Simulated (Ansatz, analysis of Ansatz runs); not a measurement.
## Reproducing a measured migration barrier: interstitial O in bcc Nb, hop from an octahedral to the next octahedral site

Aim: the migration barrier of interstitial O in bcc Nb, hop from an octahedral to the next octahedral site, to be set beside the measurement. Set-up: PBE-D3(BJ), 32-site cell, PBE-D3(BJ) lattice, 420 eV, k: 4x4x4 Gamma-centred. The model is a cell of 32 host atoms with 1 O put in. The barrier is the energy of the highest image of a climbing band over the relaxed site that the atom leaves.

Measured beforehand: Migration barrier: 1.11 eV (quoted in “Ab-initio study of the transition pathways for single and double interstitial solute (H, N, O, H-H, N-N, and O-O) within bcc refractory metals (Mo and Nb)”, 2024, H. E. Quarshie et al., quoting earlier work (2007)). The runs below try to reproduce this.

Main program and level: Ansatz 0.2.0; plane-wave PAW DFT, PBE-D3(BJ); relaxation of all atoms of a defect supercell.

## (1) The starting structure

The cell holds 33 atoms: 32 Nb and 1 O. Its edges and angles: a = 9.233 Å, b = 9.233 Å, c = 9.233 Å, α = 60.0°, β = 60.0°, γ = 60.0°. It derives from Nb (space group Im-3m). Nearest the centre at fractional (0.375, 0.375, 0.625): O33 at 0.00 Å, Nb29 at 1.63 Å, Nb7 at 1.63 Å, Nb8 at 2.31 Å, Nb22 at 2.31 Å, Nb14 at 2.31 Å, Nb4 at 2.31 Å, Nb15 at 3.65 Å.

The host's primitive cell comes from a first run (plane-wave PAW DFT, PBE-D3(BJ); relaxation of the host's cell and atoms): vectors of 2.827, 2.827 and 2.827 Å. That is 17.39 Å³ an atom, 3.8 % under the diffraction cell's volume. The supercell is built on it.

## (2) Relaxation, charge 0

A barrier counts from a true minimum, so both ends of the jump are relaxed first.

File start/input.yaml:

```yaml
relax:
  f_tol: 0.02
  max_steps: 80
  escape_saddle: false
crystal:
  lattice:
    - [0.0, 6.52873177, 6.52873177]
    - [6.52873177, 0.0, 6.52873177]
    - [6.52873177, 6.52873177, 0.0]
  atoms:
    - { symbol: Nb, position: [0.0, 0.0, 0.0] }
    - { symbol: Nb, position: [0.125, 0.125, 0.125] }
    - { symbol: Nb, position: [0.25, 0.25, 0.25] }
    - { symbol: Nb, position: [0.375, 0.375, 0.375] }
    - { symbol: Nb, position: [0.0, 0.0, 0.5] }
    - { symbol: Nb, position: [0.125, 0.125, 0.625] }
    - { symbol: Nb, position: [0.25, 0.25, 0.75] }
    - { symbol: Nb, position: [0.375, 0.375, 0.875] }
    - { symbol: Nb, position: [0.0, 0.5, 0.0] }
    - { symbol: Nb, position: [0.125, 0.625, 0.125] }
    - { symbol: Nb, position: [0.25, 0.75, 0.25] }
    - { symbol: Nb, position: [0.375, 0.875, 0.375] }
    - { symbol: Nb, position: [0.0, 0.5, 0.5] }
    - { symbol: Nb, position: [0.125, 0.625, 0.625] }
    - { symbol: Nb, position: [0.25, 0.75, 0.75] }
    - { symbol: Nb, position: [0.375, 0.875, 0.875] }
    - { symbol: Nb, position: [0.5, 0.0, 0.0] }
    - { symbol: Nb, position: [0.625, 0.125, 0.125] }
    - { symbol: Nb, position: [0.75, 0.25, 0.25] }
    - { symbol: Nb, position: [0.875, 0.375, 0.375] }
    - { symbol: Nb, position: [0.5, 0.0, 0.5] }
    - { symbol: Nb, position: [0.625, 0.125, 0.625] }
    - { symbol: Nb, position: [0.75, 0.25, 0.75] }
    - { symbol: Nb, position: [0.875, 0.375, 0.875] }
    - { symbol: Nb, position: [0.5, 0.5, 0.0] }
    - { symbol: Nb, position: [0.625, 0.625, 0.125] }
    - { symbol: Nb, position: [0.75, 0.75, 0.25] }
    - { symbol: Nb, position: [0.875, 0.875, 0.375] }
    - { symbol: Nb, position: [0.5, 0.5, 0.5] }
    - { symbol: Nb, position: [0.625, 0.625, 0.625] }
    - { symbol: Nb, position: [0.75, 0.75, 0.75] }
    - { symbol: Nb, position: [0.875, 0.875, 0.875] }
    - { symbol: O, position: [0.375, 0.375, 0.625] }
basis:
  ecutwfc: 420
  xc_grid: 2
hamiltonian:
  xc: pbe
  dispersion: d3bj
kpoints:
  mp_grid: { grid: [4, 4, 4] }
scf:
  occupations: { method: methfessel_paxton, width: 0.1 }
  max_iter: 120
output:
  forces: true
checkpoint:
  write: "../start.run"
  compress: false
  write_wavefunctions: true
  write_every: 100000
```

On the command line:

```sh
$ ansatz run input.yaml --threads 4 --pin off --max-ram 14131MiB --backend cpu --events-out ev --progress --plain --runs-dir out
```

Numbers of over 12 decimals in the logs are rounded to 6 here.

What it wrote:

```text
[... repeated set-up lines and file paths are left out, and long positions are rounded to six places ...]
Engine: ansatz 0.2.0, aarch64-unknown-linux-gnu
Pseudopotentials: kind: paw
Pseudopotential: Nb, paw, valence charge 13, recommended cutoff 420 eV (normal), Nb.paw.azcp
Pseudopotential: O, paw, valence charge 6, recommended cutoff 420 eV (normal), O.paw.azcp
Functional definition: PBE
  parameter kappa = 0.804
  parameter beta = 0.066725
  exchange = pbe_x(kappa = kappa, mu = beta*pi^2/3)
  correlation = pbe_c(beta = beta)
Crystal: 33 atoms, lattice volume = 556.566 Å³
Basis set: ecut = 420 eV, 10969 PW (Γ), exchange–correlation on 128×128×128 points (8 copies of the dense FFT grid, shifted against one another)
Bands: 254, of which v1, the nominal top of the filled ones, is band 211 counted from 1 (210 counted from 0)
Symmetry: 16 space group operations
Space group: I4/mmm (ITA 139), of the structure as read, at distance tolerance 8.2e-5 Å
k-points: 13 of 64
Non-local potential: Nb, projectors of the file, l = 0: 3, l = 1: 2, l = 2: 2, l = 3: 1
Non-local potential: O, projectors of the file, l = 0: 2, l = 1: 2, l = 2: 1
PAW form: soft (Blöchl's): semilocal exchange-correlation on the pseudo side does not see the compensation charge
PAW one-centre angular grid: Nb, 590 points (default); XC on 64 Gauss nodes
PAW one-centre angular grid: O, 110 points (default); XC on 64 Gauss nodes
Initial density: superposition of atomic densities (neutral atoms: chi_scale 0, normalization atom), corrected by the library's trained network
Initial wavefunctions: pseudopotential atomic-orbital guess
Functional: x = pbe(κ = 0.804, μ = 0.219515), c = pbe(β = 0.066725)
SCF iter   1: F=—  HF=-146260.413098 eV  |F-HF|=—  |Δ(HF+E_count)|=         —  Δρ=8.87e-3  dr2=7.76e-1  ethr=1.77e-3  ⟨swp⟩=6.5  Hψ=13733  notcnv=0
preconditioner: auto → Kerker (q_TF=auto, 2.605 Å⁻¹)  [metal: Δε(μ)=0.004 eV  Ē_g=4.152 eV  σ=0.100 eV  W_gap=0.03  n_scr=168 (ndim 8)  ℏωp=20.3 eV  f_vac=0.000  D(μ)=43.90/eV (n_scr^D=530)]
SCF iter   2: F=—  HF=-146260.305732 eV  |F-HF|=—  |Δ(HF+E_count)|=   1.07e-1  S|Δr|=    0.00e0  Δρ=3.56e-3  dr2=1.53e-1  ethr=1.84e-4  ⟨swp⟩=2.0  Hψ=4925  notcnv=0  defer=27
SCF iter   3: F=—  HF=-146260.284090 eV  |F-HF|=—  |Δ(HF+E_count)|=   2.16e-2  S|Δr|=    0.00e0  Δρ=1.06e-3  dr2=9.04e-3  ethr=3.62e-5  ⟨swp⟩=2.0  Hψ=4011  notcnv=0  defer=27
SCF iter   4: F=—  HF=-146260.283668 eV  |F-HF|=—  |Δ(HF+E_count)|=   4.22e-4  S|Δr|=    0.00e0  Δρ=2.52e-4  dr2=4.21e-4  ethr=2.14e-6  ⟨swp⟩=2.0  Hψ=4487  notcnv=0  defer=29
SCF iter   5: F=-146260.283598 eV  HF=-146260.283600 eV  |F-HF|=2.20e-6  |Δ(HF+E_count)|=   6.81e-5  S|Δr|=    0.00e0  Δρ=4.15e-5  dr2=8.13e-6  ethr=2.37e-9  ⟨swp⟩=3.0  Hψ=12412  notcnv=0
SCF 1 converged in 5 iterations: F = -146260.283598 eV  dr2 = 8.13e-6
  greatest PAW one-centre occupation: 0.998 electrons in one spin orbital (limit 2), on the Nb atom at site 28 (counted from 0), in its partial waves of l = 0
relax step   1: F+E_penalty+E_count = -146260.28359812 eV  Δ(F+E_penalty+E_count) = +0.000e0 eV  max|allowed force component| = 1.770e1 eV/Å  Δτ_max = 0.0000 Å  (5 SCF iters, dr2 threshold 1.00e-5 eV, accepted)
[... the SCF cycles and remarks between the steps are left out from here to the last step ...]
relax step   2: F+E_penalty+E_count = -146264.49539529 eV  Δ(F+E_penalty+E_count) = -4.212e0 eV  max|allowed force component| = 4.781e0 eV/Å  Δτ_max = 0.1959 Å  (6 SCF iters, dr2 threshold 1.00e-4 eV, accepted)
relax step   3: F+E_penalty+E_count = -146265.43912974 eV  Δ(F+E_penalty+E_count) = -9.437e-1 eV  max|allowed force component| = 1.214e0 eV/Å  Δτ_max = 0.1377 Å  (5 SCF iters, dr2 threshold 1.00e-4 eV, accepted)
relax step   4: F+E_penalty+E_count = -146265.59734846 eV  Δ(F+E_penalty+E_count) = -1.582e-1 eV  max|allowed force component| = 2.286e-1 eV/Å  Δτ_max = 0.0829 Å  (5 SCF iters, dr2 threshold 9.52e-5 eV, accepted)
relax step   5: F+E_penalty+E_count = -146265.60951961 eV  Δ(F+E_penalty+E_count) = -1.217e-2 eV  max|allowed force component| = 3.989e-2 eV/Å  Δτ_max = 0.0100 Å  (5 SCF iters, dr2 threshold 3.27e-6 eV, accepted)
SCF iter   1: F=—  HF=-146265.608673 eV  |F-HF|=—  |Δ(HF+E_count)|=         —  Δρ=2.61e-4  dr2=1.42e-3  ethr=7.82e-6  ⟨swp⟩=3.7  Hψ=5424  notcnv=0  defer=347
SCF iter   2: F=—  HF=-146265.608603 eV  |F-HF|=—  |Δ(HF+E_count)|=   7.00e-5  S|Δr|=    0.00e0  Δρ=1.43e-4  dr2=3.87e-4  ethr=3.36e-7  ⟨swp⟩=1.1  Hψ=3810  notcnv=0  defer=347
SCF iter   3: F=—  HF=-146265.608559 eV  |F-HF|=—  |Δ(HF+E_count)|=   4.44e-5  S|Δr|=    0.00e0  Δρ=2.15e-5  dr2=2.67e-6  ethr=9.17e-8  ⟨swp⟩=2.0  Hψ=3834  notcnv=0  defer=347
SCF iter   4: F=—  HF=-146265.609824 eV  |F-HF|=—  |Δ(HF+E_count)|=   1.27e-3  S|Δr|=    0.00e0  Δρ=4.96e-6  dr2=4.52e-7  ethr=6.32e-10  ⟨swp⟩=2.7  Hψ=4166  notcnv=0  defer=347
SCF iter   5: F=-146265.609824 eV  HF=-146265.609824 eV  |F-HF|=1.04e-8  |Δ(HF+E_count)|=   3.17e-8  S|Δr|=    0.00e0  Δρ=1.22e-6  dr2=1.33e-8  ethr=2.37e-11  ⟨swp⟩=5.1  Hψ=10328  notcnv=0
SCF 6 converged in 5 iterations: F = -146265.609824 eV  dr2 = 1.33e-8
relax step   6: F+E_penalty+E_count = -146265.60982385 eV  Δ(F+E_penalty+E_count) = -3.042e-4 eV  max|allowed force component| = 2.501e-3 eV/Å  Δτ_max = 0.0031 Å  (5 SCF iters, accepted)
NSCF: frozen V_eff on 13 k-points
the band table was solved once a step of the walk had ended and its energy, with any forces and stress, was formed, with the checks that follow a solve (12547 applications of the Hamiltonian). They found nothing against the state; [...]
SCF converged after 5 iterations
Stability not checked: this state was not tested for a lower state beside it, because cold or Methfessel-Paxton smearing, or corrected tetrahedra, fill the levels in a way that the test cannot read (fill_not_monotonic; see scf.lower_state_search)
Free energy (F): -146265.609824 eV
Harris-Foulkes:  -146265.609824 eV  (|F-HF|=1.04e-8)
Internal energy: -146265.619641 eV  (E = F + TS)
E sigma→0 (E₀):  -146265.612278 eV
Entropy (-TS):   0.009817 eV (0.297 meV/atom)
Fermi energy:    18.754526 eV
--- Per-component energies (eV) ---
  E_band       = -1748.493208
  E_kinetic    = 12887.882737
  E_local      = -21713.696950  (includes V_loc(G=0)·N_el)
  E_nonlocal   = 3892.102715
  E_hartree    = 6811.475066
  E_xc         = -5720.197485
  E_vxc        = -6948.062930  (∫ρ·V_xc dr)
  E_paw        = -98513.088290  (= ΣΔE_a)
  E_vpaw       = -3489.672932  (= ΣTr[D̂ρ^β])
  E_aug_tail   = 0.002669  (compensation charges beyond the density's cutoff)
  E_ewald      = -43885.326487
  E_disp       = -24.773617  (pairwise vdW)
  E_smearing   = 0.009817  (= −TS)
  E_closure    = 0.000000  (closes the sum)
  Σ components = -146265.609824   (vs F -146265.609824, Δ=0.00e0)
--- Forces (eV/Å), atoms counted from 1 ---
  atom   1  Nb     0.00000000    -0.00000000     0.00061566
  atom   2  Nb    -0.00076191    -0.00076191     0.00095338
  atom   3  Nb    -0.00000000     0.00000000     0.00194009
  atom   4  Nb     0.00052561     0.00052561     0.00000000
  atom   5  Nb    -0.00000000     0.00000000    -0.00194009
  atom   6  Nb     0.00076191     0.00076191     0.00095338
  atom   7  Nb     0.00000000    -0.00000000    -0.00172464
  atom   8  Nb    -0.00052561    -0.00052561     0.00000000
  atom   9  Nb     0.00098336     0.00000000     0.00250117
  atom  10  Nb    -0.00195460     0.00195460     0.00000000
  atom  11  Nb     0.00000000    -0.00098336    -0.00250117
  atom  12  Nb    -0.00076191     0.00076191    -0.00095338
  atom  13  Nb     0.00000000    -0.00098336     0.00250117
  atom  14  Nb    -0.00052561     0.00052561    -0.00000000
  atom  15  Nb     0.00098336    -0.00000000    -0.00250117
  atom  16  Nb     0.00076191    -0.00076191     0.00095338
  atom  17  Nb     0.00000000     0.00098336     0.00250117
  atom  18  Nb     0.00195460    -0.00195460     0.00000000
  atom  19  Nb    -0.00098336     0.00000000    -0.00250117
  atom  20  Nb     0.00076191    -0.00076191    -0.00095338
  atom  21  Nb    -0.00098336     0.00000000     0.00250117
  atom  22  Nb     0.00052561    -0.00052561     0.00000000
  atom  23  Nb     0.00000000     0.00098336    -0.00250117
  atom  24  Nb    -0.00076191     0.00076191     0.00095338
  atom  25  Nb     0.00000000     0.00000000    -0.00194009
  atom  26  Nb     0.00076191     0.00076191    -0.00095338
  atom  27  Nb     0.00000000     0.00000000    -0.00061566
  atom  28  Nb     0.00195460     0.00195460     0.00000000
  atom  29  Nb     0.00000000    -0.00000000     0.00172464
  atom  30  Nb    -0.00076191    -0.00076191    -0.00095338
  atom  31  Nb     0.00000000     0.00000000     0.00194009
  atom  32  Nb    -0.00195460    -0.00195460     0.00000000
  atom  33  O      0.00000000     0.00000000     0.00000000
  max |Σ_I F_I| component: 4.34e-18 eV/Å
--- Band table (eV; the first three rows and the last of 13) ---
  k-point 0: bands = ["-35.7596", "-35.6886", "-35.6886", "-35.6643", [... 246 left out ...] "22.0799", "22.0846", "22.0846", "22.1045"]
  k-point 1: bands = ["-35.7540", "-35.6930", "-35.6887", "-35.6628", [... 246 left out ...] "21.9599", "21.9804", "22.0237", "22.0322"]
  [... further k-points left out ...]
--- Relaxed structure (6 steps of the walk, 6 accepted, 0 SCFs on fresh bases) ---
  F+E_penalty+E_count = -146265.60982385 eV   max|allowed force component| = 2.501e-3 eV/Å
  atoms:
    - { symbol: Nb, position: [-0.010377, -0.010377, 0.010377] }
    - { symbol: Nb, position: [0.118946, 0.118946, 0.135354] }
    - { symbol: Nb, position: [0.250282, 0.250282, 0.249718] }
    - { symbol: Nb, position: [0.375, 0.375, 0.383786] }
    - { symbol: Nb, position: [-0.000282, -0.000282, 0.500282] }
    - { symbol: Nb, position: [0.118946, 0.118946, 0.626753] }
    - { symbol: Nb, position: [0.218743, 0.218743, 0.781257] }
    - { symbol: Nb, position: [0.375, 0.375, 0.866214] }
    - { symbol: Nb, position: [0.001549, 0.498531, -0.001549] }
    - { symbol: Nb, position: [0.132799, 0.617201, 0.125] }
    - { symbol: Nb, position: [0.251469, 0.748451, 0.251549] }
    - { symbol: Nb, position: [0.376753, 0.885354, 0.368946] }
    - { symbol: Nb, position: [0.001549, 0.498531, 0.501469] }
    - { symbol: Nb, position: [0.133786, 0.616214, 0.625] }
    - { symbol: Nb, position: [0.251469, 0.748451, 0.748531] }
    - { symbol: Nb, position: [0.373247, 0.864646, 0.881054] }
    - { symbol: Nb, position: [0.498531, 0.001549, -0.001549] }
    - { symbol: Nb, position: [0.617201, 0.132799, 0.125] }
    - { symbol: Nb, position: [0.748451, 0.251469, 0.251549] }
    - { symbol: Nb, position: [0.885354, 0.376753, 0.368946] }
    - { symbol: Nb, position: [0.498531, 0.001549, 0.501469] }
    - { symbol: Nb, position: [0.616214, 0.133786, 0.625] }
    - { symbol: Nb, position: [0.748451, 0.251469, 0.748531] }
    - { symbol: Nb, position: [0.864646, 0.373247, 0.881054] }
    - { symbol: Nb, position: [0.499718, 0.499718, 0.000282] }
    - { symbol: Nb, position: [0.631054, 0.631054, 0.114646] }
    - { symbol: Nb, position: [0.760377, 0.760377, 0.239623] }
    - { symbol: Nb, position: [0.875, 0.875, 0.382799] }
    - { symbol: Nb, position: [0.531257, 0.531257, 0.468743] }
    - { symbol: Nb, position: [0.631054, 0.631054, 0.623247] }
    - { symbol: Nb, position: [0.750282, 0.750282, 0.749718] }
    - { symbol: Nb, position: [0.875, 0.875, 0.867201] }
    - { symbol: O, position: [0.375, 0.375, 0.625] }
```

Wall time 3.6 min (4 threads of Arm Neoverse V1, shared host); peak memory 3.7 GiB.

The steps of the relaxation:

```tsv
step	energy less that of the first step (eV)	largest force component (eV/Å)
1	0.0000	17.7019
2	-4.2118	4.7806
3	-5.1555	1.2144
4	-5.3138	0.2286
5	-5.3259	0.0399
6	-5.3262	0.0025
```

Forces are held to the 16 operations that the run works with; a distortion that breaks them can't arise in this run.

The atoms that moved most (Å):

```tsv
atom	dx	dy	dz	length
Nb7	0.000	0.000	-0.408	0.408
Nb29	0.000	0.000	0.408	0.408
Nb27	0.000	0.000	0.136	0.136
Nb1	0.000	0.000	-0.136	0.136
Nb6	-0.028	-0.028	-0.079	0.088
Nb2	0.028	0.028	-0.079	0.088
Nb16	-0.028	0.028	-0.079	0.088
Nb12	0.028	-0.028	0.079	0.088
```

Neighbours of O33 at the end:

```tsv
atom	distance (Å)
Nb29	2.040
Nb7	2.040
Nb8	2.227
Nb22	2.227
Nb14	2.227
Nb4	2.227
Nb15	3.632
Nb23	3.632
Nb17	3.632
Nb9	3.632
Nb13	3.632
Nb21	3.632
Nb19	3.632
Nb11	3.632
```

Numbers from this step:

```
free energy      : -146265.6098 eV
smearing term TS : -0.009817 eV
```

The other runs of this kind differ in structure, charge or spin alone:

```tsv
run	outcome	energy less the first (eV)	moment (μB)	time
relaxation, charge 0	converged	0.0000	0.00	3.6 min
relaxation, charge 0	converged	0.0000	0.00	3.5 min
```

The relaxation ends 161 meV an atom lower, with a largest force component of 0.0025 eV/Å.

(Part 1 of 2 ends here.)

[Logs are printed without paths, hosts, clocks, repeated set-up lines and the standing remarks that a program may print on its own settings, such as how far it seeks lower states.]

[Hosts, paths, dates, database ids (printed as entryN), source tags and the programs' standing remarks are cut or masked in the printed files.]

[For some hosts the program warned that the k-mesh of the response run may be too coarse for force constants and the static dielectric constant; such warnings are not shown here.]
